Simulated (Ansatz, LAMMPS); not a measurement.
# Elastic response of amorphous SiO1.9 (78 atoms)

Aim: relax amorphous SiO1.9 (78 atoms), then change its volume and shape to read moduli from the stress.

Calculated with Ansatz 0.2.0; Kohn-Sham DFT, PBE, PAW (set soft_1), plane waves.

### Step 1. The structure

The cell holds 78 atoms: 27 Si and 51 O. Its edges and angles: a = 10.502 Å, b = 10.502 Å, c = 10.502 Å, α = 90.0°, β = 90.0°, γ = 90.0°. 78 atoms (27 Si, 51 O) placed at random at 2.26 g/cm³, melted at 5000 K for 10 ps at fixed volume with the Tersoff Si-O potential (Munetoh et al., Comput. Mater. Sci. 39, 334 (2007)). Quenched from 5000 K to 500 K at 20 K/ps and fixed volume, annealed at 2000 K for 50 ps, held 5 ps.

What the set-up can't give: The quench rate of 20 K/ps far exceeds what a furnace or splat quench reaches, so expect more defects and frozen-in strain than in a real sample. The starting topology of bonds comes from the classical model, and needn't be the one that DFT or experiment would give. Sampling is at Γ alone.

### Step 2. Single point at the start

A single point comes first, to see the forces before anything moves.

Input file input.yaml:

```yaml
crystal:
  lattice:
    - [10.5018, 0.0, 0.0]
    - [0.0, 10.5018, 0.0]
    - [0.0, 0.0, 10.5018]
  atoms:
    - { symbol: Si, position: [0.84287, 0.43796, 0.91701] }
    - { symbol: Si, position: [0.38611, 0.49123, 0.1362] }
    - { symbol: Si, position: [0.98658, 0.45888, 0.39804] }
    - { symbol: Si, position: [0.03892, 0.35704, 0.13431] }
    - { symbol: Si, position: [0.4461, 0.90441, 0.68776] }
    - { symbol: Si, position: [0.0182, 0.18224, 0.72267] }
    - { symbol: Si, position: [0.24923, 0.68728, 0.64708] }
    - { symbol: Si, position: [0.7446, 0.56316, 0.56741] }
    - { symbol: Si, position: [0.4305, 0.20135, 0.22204] }
    - { symbol: Si, position: [0.83243, 0.70186, 0.32958] }
    - { symbol: Si, position: [0.9071, 0.09312, 0.95756] }
    - { symbol: Si, position: [0.34102, 0.70759, 0.36407] }
    - { symbol: Si, position: [0.2182, 0.986, 0.30374] }
    - { symbol: Si, position: [0.61331, 0.80095, 0.46638] }
    - { symbol: Si, position: [0.59863, 0.29104, 0.48139] }
    - { symbol: Si, position: [0.72286, 0.20215, 0.74699] }
    - { symbol: Si, position: [0.17859, 0.96203, 0.59202] }
    - { symbol: Si, position: [0.67085, 0.5792, 0.10474] }
    - { symbol: Si, position: [0.1889, 0.1962, 0.93803] }
    - { symbol: Si, position: [0.92048, 0.98978, 0.2535] }
    - { symbol: Si, position: [0.67392, 0.06525, 0.32657] }
    - { symbol: Si, position: [0.48006, 0.09968, 0.92749] }
    - { symbol: Si, position: [0.86211, 0.19725, 0.48487] }
    - { symbol: Si, position: [0.27634, 0.48125, 0.85487] }
    - { symbol: Si, position: [0.03986, 0.47581, 0.6934] }
    - { symbol: Si, position: [0.59562, 0.82945, 0.97841] }
    - { symbol: Si, position: [0.508, 0.64388, 0.75708] }
    - { symbol: O, position: [0.95621, 0.49144, 0.8254] }
    - { symbol: O, position: [0.07377, 0.32563, 0.69363] }
    - { symbol: O, position: [0.89531, 0.06132, 0.10826] }
    - { symbol: O, position: [0.62269, 0.22961, 0.6266] }
    - { symbol: O, position: [0.94919, 0.60716, 0.38053] }
    - { symbol: O, position: [0.88388, 0.3448, 0.43708] }
    - { symbol: O, position: [0.59276, 0.16774, 0.84189] }
    - { symbol: O, position: [0.05894, 0.41035, 0.27384] }
    - { symbol: O, position: [0.67672, 0.43318, 0.49968] }
    - { symbol: O, position: [0.57456, 0.87253, 0.60157] }
    - { symbol: O, position: [0.29998, 0.85249, 0.3063] }
    - { symbol: O, position: [0.29407, 0.50876, 0.00923] }
    - { symbol: O, position: [0.31244, 0.09977, 0.25118] }
    - { symbol: O, position: [0.32808, 0.59, 0.24987] }
    - { symbol: O, position: [0.75981, 0.54503, 0.98532] }
    - { symbol: O, position: [0.36754, 0.34528, 0.19876] }
    - { symbol: O, position: [0.03366, 0.15821, 0.87869] }
    - { symbol: O, position: [0.61643, 0.72864, 0.09073] }
    - { symbol: O, position: [0.4671, 0.97233, 0.83045] }
    - { symbol: O, position: [0.49465, 0.72337, 0.39489] }
    - { symbol: O, position: [0.75398, 0.59888, 0.23135] }
    - { symbol: O, position: [0.92536, 0.07502, 0.39182] }
    - { symbol: O, position: [0.14107, 0.25676, 0.07548] }
    - { symbol: O, position: [0.73662, 0.68775, 0.45583] }
    - { symbol: O, position: [0.64528, 0.62904, 0.67519] }
    - { symbol: O, position: [0.45474, 0.18701, 0.06206] }
    - { symbol: O, position: [0.3889, 0.75121, 0.70416] }
    - { symbol: O, position: [0.67339, 0.91795, 0.38025] }
    - { symbol: O, position: [0.78275, 0.10695, 0.86531] }
    - { symbol: O, position: [0.54034, 0.49821, 0.09707] }
    - { symbol: O, position: [0.52444, 0.76638, 0.85879] }
    - { symbol: O, position: [0.08111, 0.97584, 0.22689] }
    - { symbol: O, position: [0.05839, 0.48776, 0.53475] }
    - { symbol: O, position: [0.09216, 0.05322, 0.68276] }
    - { symbol: O, position: [0.71714, 0.18173, 0.43415] }
    - { symbol: O, position: [0.4181, 0.5211, 0.7944] }
    - { symbol: O, position: [0.15845, 0.80981, 0.62154] }
    - { symbol: O, position: [0.87822, 0.19585, 0.6518] }
    - { symbol: O, position: [0.27596, 0.65738, 0.49591] }
    - { symbol: O, position: [0.9121, 0.3829, 0.05176] }
    - { symbol: O, position: [0.15737, 0.01107, 0.44443] }
    - { symbol: O, position: [0.33161, 0.97614, 0.62728] }
    - { symbol: O, position: [0.48187, 0.25692, 0.37573] }
    - { symbol: O, position: [0.32031, 0.11497, 0.91797] }
    - { symbol: O, position: [0.55848, 0.9815, 0.00146] }
    - { symbol: O, position: [0.74567, 0.34828, 0.83253] }
    - { symbol: O, position: [0.89335, 0.5489, 0.61813] }
    - { symbol: O, position: [0.56755, 0.12075, 0.23014] }
    - { symbol: O, position: [0.21435, 0.33464, 0.85935] }
    - { symbol: O, position: [0.19235, 0.55117, 0.73133] }
    - { symbol: O, position: [0.88356, 0.84015, 0.27009] }
kpoints:
  mp_grid: { grid: [1, 1, 1] }
hamiltonian:
  xc: pbe
  pseudopotentials: { kind: paw, azcp: { folder: soft_1 } }
scf:
  occupations: { method: fermi_dirac, width: 0.05 }
output:
  forces: true
```

Command:

```sh
ansatz run input.yaml --threads 4 --pin off --max-ram 8192MiB --backend cpu --events-out ev --progress --plain --runs-dir out
```

Numbers of over 12 decimals in the logs are rounded to 6 here.

Log:

```text
[...]
Pseudopotentials: kind: paw
Pseudopotential: Si, paw, valence charge 4, recommended cutoff 420 eV (normal), soft_1/Si.paw.azcp
Pseudopotential: O, paw, valence charge 6, recommended cutoff 420 eV (normal), soft_1/O.paw.azcp
[...]
Crystal: 78 atoms, lattice volume = 1158.220 Å³
Basis set: ecut = 420 eV, 22647 PW (Γ), exchange–correlation on 144×144×144 points (8 copies of the dense FFT grid, shifted against one another)
Bands: 285, of which v1, the nominal top of the filled ones, is band 207 counted from 1 (206 counted from 0)
Symmetry: 1 space group operations
Space group: P1 (ITA 1), of the structure as read, at distance tolerance 1.1e-4 Å
k-points: 1
[...]
Initial density: superposition of atomic densities (chi_scale 0.1, normalization cell, long waves kept (reshape's long-wave potential 0.27 eV rms))
Initial wavefunctions: pseudopotential atomic-orbital guess
[...]
SCF iter   1: F=—  HF=-46192.550803 eV  |F-HF|=—  |Δ(HF+E_count)|=         —  Δρ=1.18e-1  dr2=1.67e2  ethr=3.10e-3  ⟨swp⟩=6.0  Hψ=1279  notcnv=0  defer=23
preconditioner: auto → LDOS  [insulator: Δε(μ)=0.168 eV  Ē_g=12.935 eV  σ=0.050 eV  W_gap=0.69  n_scr=250 (ndim 8)  ℏωp=19.3 eV  f_vac=0.166  D(μ)=10.58/eV (n_scr^D=32)  ε∞_Penn≈3.2  β→1.0]
SCF iter   2: F=—  HF=-46206.989492 eV  |F-HF|=—  |Δ(HF+E_count)|=    1.44e1  Δρ=1.64e-1  dr2=2.88e2  ethr=3.10e-3  ⟨swp⟩=6.0  Hψ=931  notcnv=0  defer=67
SCF iter   3: F=—  HF=-46149.782733 eV  |F-HF|=—  |Δ(HF+E_count)|=    5.72e1  Δρ=2.61e-2  dr2=6.58e0  ethr=3.10e-3  ⟨swp⟩=4.0  Hψ=610  notcnv=0  defer=64
SCF iter   4: F=—  HF=-46148.894431 eV  |F-HF|=—  |Δ(HF+E_count)|=   8.88e-1  Δρ=1.05e-2  dr2=1.25e0  ethr=1.59e-3  ⟨swp⟩=3.0  Hψ=463  notcnv=0  defer=19
automatic band count: iteration 4 solves 240 bands in place of 285: the levels show a gap, and the empty bands left out lie too high to hold charge; the band table lists the bands solved (type scf.n_extra_bands for more)
SCF iter   5: F=—  HF=-46148.747413 eV  |F-HF|=—  |Δ(HF+E_count)|=   1.47e-1  Δρ=5.26e-3  dr2=3.29e-1  ethr=3.02e-4  ⟨swp⟩=2.0  Hψ=436  notcnv=0  defer=19
SCF iter   6: F=—  HF=-46148.707212 eV  |F-HF|=—  |Δ(HF+E_count)|=   4.02e-2  Δρ=2.72e-3  dr2=9.50e-2  ethr=7.95e-5  ⟨swp⟩=2.0  Hψ=360  notcnv=0  defer=19
[...]
SCF iter  19: F=—  HF=-46148.698075 eV  |F-HF|=—  |Δ(HF+E_count)|=   4.37e-9  Δρ=2.90e-6  dr2=1.28e-7  ethr=8.79e-11  ⟨swp⟩=2.0  Hψ=387  notcnv=0  defer=19
SCF iter  20: F=-46148.698075 eV  HF=-46148.698075 eV  |F-HF|=1.71e-8  |Δ(HF+E_count)|=   3.71e-9  Δρ=1.39e-6  dr2=2.73e-8  ethr=2.42e-11  ⟨swp⟩=16.0  Hψ=1126  notcnv=0
SCF 1 converged in 20 iterations: F = -46148.698075 eV  dr2 = 2.73e-8
[...]
SCF converged after 20 iterations
Free energy (F): -46148.698075 eV
Harris-Foulkes:  -46148.698075 eV  (|F-HF|=1.71e-8)
Internal energy: -46148.580753 eV  (E = F + TS)
E sigma→0 (E₀):  -46148.639414 eV
Entropy (-TS):   -0.117323 eV (-1.504 meV/atom)
Fermi energy:    5.820935 eV
--- Per-component energies (eV) ---
[...]
Σ components = -46148.698075   (vs F -46148.698075, Δ=0.00e0)
--- Forces (eV/Å), atoms counted from 1 ---
  atom   1  Si    -0.11522943    -1.06155187    -1.30004848
  atom   2  Si    -0.38604082    -2.25614146     2.19776148
  atom   3  Si     0.54867322     0.66153691     4.55145735
  atom   4  Si     0.97413823     0.05810756    -2.11237374
[...]
atom  78  O     -0.94364191    -3.85227390     1.14917385
  max |Σ_I F_I| component: 4.12e-5 eV/Å
```

Elapsed: 8 s, on 4 threads of INTEL XEON PLATINUM 8581C at 2.10GHz (Emerald Rapids), shared host; peak memory 1.3 GiB.

In the SCF lines HF is the Harris–Foulkes energy and dr2 the Hartree energy of the density residual, in eV; the loop may stop once dr2 is under the threshold and the program's other checks hold. Hψ counts applications of the Hamiltonian.

The r.m.s. force at the start is 1.9 eV/Å.

### Step 3. Cell and atoms relaxed

The cell is relaxed with the atoms, since the starting lattice needn't suit this functional.

Input file input.yaml:

```yaml
crystal:
  lattice:
    - [10.5018, 0.0, 0.0]
    - [0.0, 10.5018, 0.0]
    - [0.0, 0.0, 10.5018]
  atoms:
    [... the 78 atom lines of step 2 ...]
kpoints:
  mp_grid: { grid: [1, 1, 1] }
hamiltonian:
  xc: pbe
  pseudopotentials: { kind: paw, azcp: { folder: soft_1 } }
scf:
  occupations: { method: fermi_dirac, width: 0.05 }
output:
  forces: true
relax:
  f_tol: 0.05
  max_steps: 150
  cell: {}
```

Log:

```text
[...]
Crystal: 78 atoms, lattice volume = 1158.220 Å³
Basis set: ecut = 420 eV, 22647 PW (Γ), exchange–correlation on 144×144×144 points (8 copies of the dense FFT grid, shifted against one another)
Bands: 285, of which v1, the nominal top of the filled ones, is band 207 counted from 1 (206 counted from 0)
Symmetry: 1 space group operations
[...]
k-points: 1
[...]
SCF iter   1: F=—  HF=-46192.550801 eV  |F-HF|=—  |Δ(HF+E_count)|=         —  Δρ=1.18e-1  dr2=1.67e2  ethr=3.10e-3  ⟨swp⟩=6.0  Hψ=1279  notcnv=0  defer=23
[...]
SCF iter  19: F=—  HF=-46148.698075 eV  |F-HF|=—  |Δ(HF+E_count)|=   9.82e-9  Δρ=2.81e-6  dr2=1.22e-7  ethr=7.57e-11  ⟨swp⟩=2.0  Hψ=387  notcnv=0  defer=64
SCF iter  20: F=-46148.698075 eV  HF=-46148.698075 eV  |F-HF|=1.83e-8  |Δ(HF+E_count)|=   3.26e-9  Δρ=1.43e-6  dr2=2.90e-8  ethr=2.42e-11  ⟨swp⟩=4.0  Hψ=834  notcnv=0
SCF 1 converged in 20 iterations: F = -46148.698075 eV  dr2 = 2.90e-8
[...]
relax step   1: F+E_penalty+E_count = -46148.69807537 eV  Δ(F+E_penalty+E_count) = +0.000e0 eV  max|allowed force component| = 7.428e0 eV/Å  Δτ_max = 0.0000 Å  P = +0.825 GPa  Ω = 1158.220 Å³  (20 SCF iters, dr2 threshold 1.00e-7 eV, accepted)
[... from here on, the SCF cycles and remarks between the steps are left out ...]
relax step   2: F+E_penalty+E_count = -46157.21363931 eV  Δ(F+E_penalty+E_count) = -8.516e0 eV  max|allowed force component| = 4.662e0 eV/Å  Δτ_max = 0.1948 Å  P = -0.826 GPa  Ω = 1157.268 Å³  energy of the carried Pulay correction = +1.751e-3 eV  (11 SCF iters, dr2 threshold 7.80e-6 eV, accepted)
relax step   3: F+E_penalty+E_count = -46162.83541194 eV  Δ(F+E_penalty+E_count) = -5.622e0 eV  max|allowed force component| = 3.363e0 eV/Å  Δτ_max = 0.1950 Å  P = -0.605 GPa  Ω = 1147.807 Å³  energy of the carried Pulay correction = +1.923e-2 eV  (13 SCF iters, dr2 threshold 7.80e-6 eV, accepted)
relax step   4: F+E_penalty+E_count = -46165.66404167 eV  Δ(F+E_penalty+E_count) = -2.829e0 eV  max|allowed force component| = 2.038e0 eV/Å  Δτ_max = 0.1949 Å  P = -0.491 GPa  Ω = 1138.257 Å³  energy of the carried Pulay correction = +3.702e-2 eV  (15 SCF iters, dr2 threshold 7.80e-6 eV, accepted)
relax step   5: F+E_penalty+E_count = -46167.88197567 eV  Δ(F+E_penalty+E_count) = -2.218e0 eV  max|allowed force component| = 1.369e0 eV/Å  Δτ_max = 0.2000 Å  P = -0.474 GPa  Ω = 1125.792 Å³  energy of the carried Pulay correction = +6.046e-2 eV  (19 SCF iters, dr2 threshold 7.80e-6 eV, accepted)
relax step   6: F+E_penalty+E_count = -46169.33699844 eV  Δ(F+E_penalty+E_count) = -1.455e0 eV  max|allowed force component| = 1.492e0 eV/Å  Δτ_max = 0.1946 Å  P = -0.058 GPa  Ω = 1115.836 Å³  energy of the carried Pulay correction = +7.937e-2 eV  (19 SCF iters, dr2 threshold 7.80e-6 eV, accepted)
relax step   7: F+E_penalty+E_count = -46170.15054420 eV  Δ(F+E_penalty+E_count) = -8.135e-1 eV  max|allowed force component| = 1.351e0 eV/Å  Δτ_max = 0.1949 Å  P = -0.156 GPa  Ω = 1112.969 Å³  energy of the carried Pulay correction = +8.484e-2 eV  (17 SCF iters, dr2 threshold 7.80e-6 eV, accepted)
relax step   8: F+E_penalty+E_count = -46170.76672722 eV  Δ(F+E_penalty+E_count) = -6.162e-1 eV  max|allowed force component| = 1.075e0 eV/Å  Δτ_max = 0.1923 Å  P = +0.055 GPa  Ω = 1110.958 Å³  energy of the carried Pulay correction = +8.869e-2 eV  (17 SCF iters, dr2 threshold 7.80e-6 eV, accepted)
relax step   9: F+E_penalty+E_count = -46171.31037684 eV  Δ(F+E_penalty+E_count) = -5.436e-1 eV  max|allowed force component| = 6.707e-1 eV/Å  Δτ_max = 0.1951 Å  P = -0.152 GPa  Ω = 1111.676 Å³  energy of the carried Pulay correction = +8.732e-2 eV  (17 SCF iters, dr2 threshold 7.80e-6 eV, accepted)
relax step  10: F+E_penalty+E_count = -46171.87807588 eV  Δ(F+E_penalty+E_count) = -5.677e-1 eV  max|allowed force component| = 6.717e-1 eV/Å  Δτ_max = 0.1985 Å  P = -0.033 GPa  Ω = 1110.880 Å³  energy of the carried Pulay correction = +8.884e-2 eV  (17 SCF iters, dr2 threshold 7.80e-6 eV, accepted)
relax step  11: F+E_penalty+E_count = -46172.36810129 eV  Δ(F+E_penalty+E_count) = -4.900e-1 eV  max|allowed force component| = 6.822e-1 eV/Å  Δτ_max = 0.1951 Å  P = -0.220 GPa  Ω = 1110.943 Å³  energy of the carried Pulay correction = +8.872e-2 eV  (12 SCF iters, dr2 threshold 7.80e-6 eV, accepted)
relax step  12: F+E_penalty+E_count = -46172.70867136 eV  Δ(F+E_penalty+E_count) = -3.406e-1 eV  max|allowed force component| = 5.312e-1 eV/Å  Δτ_max = 0.2000 Å  P = -0.213 GPa  Ω = 1108.584 Å³  energy of the carried Pulay correction = +9.325e-2 eV  (14 SCF iters, dr2 threshold 7.80e-6 eV, accepted)
relax step  13: F+E_penalty+E_count = -46172.85192950 eV  Δ(F+E_penalty+E_count) = -1.433e-1 eV  max|allowed force component| = 4.316e-1 eV/Å  Δτ_max = 0.1692 Å  P = -0.046 GPa  Ω = 1098.982 Å³  energy of the carried Pulay correction = +1.118e-1 eV  (16 SCF iters, dr2 threshold 7.80e-6 eV, accepted)
[...]
relax step  29: F+E_penalty+E_count = -46174.65361119 eV  Δ(F+E_penalty+E_count) = -2.120e-1 eV  max|allowed force component| = 9.728e-1 eV/Å  Δτ_max = 0.0988 Å  P = +0.228 GPa  Ω = 1093.241 Å³  energy of the carried Pulay correction = +1.229e-1 eV  (13 SCF iters, accepted)
[...]
relax step  45: F+E_penalty+E_count = -46179.04951145 eV  Δ(F+E_penalty+E_count) = -8.348e-2 eV  max|allowed force component| = 9.243e-1 eV/Å  Δτ_max = 0.2000 Å  P = +0.201 GPa  Ω = 1107.484 Å³  energy of the carried Pulay correction = +9.536e-2 eV  (7 SCF iters, dr2 threshold 7.80e-6 eV, accepted)
relax step  46: F+E_penalty+E_count = -46179.08380955 eV  Δ(F+E_penalty+E_count) = -3.430e-2 eV  max|allowed force component| = 7.516e-1 eV/Å  Δτ_max = 0.2000 Å  P = -0.132 GPa  Ω = 1109.370 Å³  energy of the carried Pulay correction = +9.174e-2 eV  (8 SCF iters, dr2 threshold 7.80e-6 eV, accepted)
relax step  47: F+E_penalty+E_count = -46179.17879884 eV  Δ(F+E_penalty+E_count) = -9.499e-2 eV  max|allowed force component| = 2.626e-1 eV/Å  Δτ_max = 0.0948 Å  P = +0.152 GPa  Ω = 1108.131 Å³  energy of the carried Pulay correction = +9.412e-2 eV  (7 SCF iters, dr2 threshold 7.80e-6 eV, accepted)
relax step  48: F+E_penalty+E_count = -46179.17370511 eV  Δ(F+E_penalty+E_count) = +5.094e-3 eV  max|allowed force component| = 4.352e-1 eV/Å  Δτ_max = 0.2000 Å  P = -0.026 GPa  Ω = 1105.713 Å³  energy of the carried Pulay correction = +9.876e-2 eV  (8 SCF iters, dr2 threshold 4.31e-6 eV, rejected (line search))
relax step  49: F+E_penalty+E_count = -46179.21728472 eV  Δ(F+E_penalty+E_count) = -3.849e-2 eV  max|allowed force component| = 1.019e-1 eV/Å  Δτ_max = 0.0974 Å  P = +0.002 GPa  Ω = 1107.786 Å³  energy of the carried Pulay correction = +9.478e-2 eV  (12 SCF iters, accepted)
relax step  50: F+E_penalty+E_count = -46179.23724806 eV  Δ(F+E_penalty+E_count) = -1.996e-2 eV  max|allowed force component| = 1.462e-1 eV/Å  Δτ_max = 0.1000 Å  P = +0.008 GPa  Ω = 1105.634 Å³  energy of the carried Pulay correction = +9.892e-2 eV  (8 SCF iters, dr2 threshold 6.49e-7 eV, accepted)
relax step  51: F+E_penalty+E_count = -46179.24312816 eV  Δ(F+E_penalty+E_count) = -5.880e-3 eV  max|allowed force component| = 1.019e-1 eV/Å  Δτ_max = 0.0489 Å  P = -0.096 GPa  Ω = 1105.701 Å³  energy of the carried Pulay correction = +9.879e-2 eV  (7 SCF iters, dr2 threshold 1.34e-6 eV, accepted)
relax step  52: F+E_penalty+E_count = -46179.24761790 eV  Δ(F+E_penalty+E_count) = -4.490e-3 eV  max|allowed force component| = 6.064e-2 eV/Å  Δτ_max = 0.0218 Å  P = +0.025 GPa  Ω = 1105.149 Å³  energy of the carried Pulay correction = +9.985e-2 eV  (6 SCF iters, dr2 threshold 6.49e-7 eV, accepted)
relax step  53: F+E_penalty+E_count = -46179.21799660 eV  Δ(F+E_penalty+E_count) = +2.962e-2 eV  max|allowed force component| = 2.980e-1 eV/Å  Δτ_max = 0.1507 Å  P = -0.042 GPa  Ω = 1105.746 Å³  energy of the carried Pulay correction = +9.870e-2 eV  (9 SCF iters, dr2 threshold 2.30e-7 eV, rejected (line search))
relax step  54: F+E_penalty+E_count = -46179.24975140 eV  Δ(F+E_penalty+E_count) = -2.134e-3 eV  max|allowed force component| = 2.621e-2 eV/Å  Δτ_max = 0.0300 Å  P = +0.009 GPa  Ω = 1105.263 Å³  energy of the carried Pulay correction = +9.963e-2 eV  (11 SCF iters, accepted)
relax step  55: F+E_penalty+E_count = -46179.24774080 eV  Δ(F+E_penalty+E_count) = +2.011e-3 eV  max|allowed force component| = 2.688e-2 eV/Å  Δτ_max = 0.0000 Å  P = -0.010 GPa  Ω = 1105.263 Å³  stress off target by 2.55e-1 GPa  SCF on the basis re-selected at this cell (its energy is not comparable with the rows above)  (7 SCF iters)
relax step  56: F+E_penalty+E_count = -46179.25519109 eV  Δ(F+E_penalty+E_count) = -7.450e-3 eV  max|allowed force component| = 8.900e-2 eV/Å  Δτ_max = 0.0708 Å  P = -0.020 GPa  Ω = 1104.416 Å³  energy of the carried Pulay correction = +1.684e-3 eV  (9 SCF iters, dr2 threshold 1.62e-7 eV, accepted)
relax step  57: F+E_penalty+E_count = -46179.25768019 eV  Δ(F+E_penalty+E_count) = -2.489e-3 eV  max|allowed force component| = 2.933e-2 eV/Å  Δτ_max = 0.0140 Å  P = +0.013 GPa  Ω = 1104.204 Å³  energy of the carried Pulay correction = +2.129e-3 eV  (6 SCF iters, dr2 threshold 4.95e-7 eV, accepted)
relax step  58: F+E_penalty+E_count = -46179.25661574 eV  Δ(F+E_penalty+E_count) = +1.064e-3 eV  max|allowed force component| = 2.928e-2 eV/Å  Δτ_max = 0.0000 Å  P = +0.011 GPa  Ω = 1104.204 Å³  stress off target by 2.78e-2 GPa  SCF on the basis re-selected at this cell (its energy is not comparable with the rows above)  (7 SCF iters)
[...]
SCF converged after 7 iterations
Free energy (F): -46179.256616 eV
[...]
Internal energy: -46179.256616 eV  (E = F + TS)
E sigma→0 (E₀):  -46179.256616 eV
Fermi energy:    4.897415 eV
[...]
Σ components = -46179.256616   (vs F -46179.256616, Δ=0.00e0)
--- Forces (eV/Å), atoms counted from 1 ---
  atom   1  Si     0.00788300     0.00845222     0.00255786
  atom   2  Si    -0.00417307     0.00423366    -0.00514071
  atom   3  Si     0.02508056     0.02025662    -0.00140153
  atom   4  Si    -0.01656288    -0.02061140    -0.01078553
[...]
atom  78  O     -0.00547213    -0.00303251    -0.01120704
  max |Σ_I F_I| component: 3.82e-5 eV/Å
--- Stress (GPa, compression-positive) ---
       -0.004740      -0.009678       0.004132
       -0.009678       0.022117       0.007202
        0.004133       0.007201       0.014362
  P = ⅓ Tr σ = 0.0106 GPa (0.106 kbar)
--- Relaxed structure (56 steps of the walk, 52 accepted, 2 SCFs on fresh bases) ---
  F+E_penalty+E_count = -46179.25661574 eV   max|allowed force component| = 2.928e-2 eV/Å   (the final SCF, on the basis selected at the relaxed cell)
  cell:  # Å, volume = 1104.2041 Å³
    - [10.930684, 0.110602, 0.246408]
    - [0.110602, 9.963870, 0.223350]
    - [0.246408, 0.223350, 10.150096]
  atoms:
    - { symbol: Si, position: [0.832311, 0.434290, 0.937308] }
    - { symbol: Si, position: [0.387464, 0.471112, 0.192489] }
    - { symbol: Si, position: [1.079547, 0.516005, 0.332290] }
    - { symbol: Si, position: [0.00685286, 0.312735, 0.137974] }
[...]
- { symbol: O, position: [0.891546, 0.763836, 0.240639] }
```

Elapsed: 4.8 min, on 4 threads; peak memory 1.3 GiB; 17 min of CPU time.

The relaxation converged after 56 steps, with a largest force component of 0.029 eV/Å.

(Part 1 of 3 ends here.)

[Logs are printed without paths, hosts, clocks, repeated set-up lines and the standing remarks that a program may print on its own settings, such as how far it seeks lower states.]

[Hosts, paths, dates, database ids (printed as entryN), source tags and the programs' standing remarks are cut or masked in the printed files.]
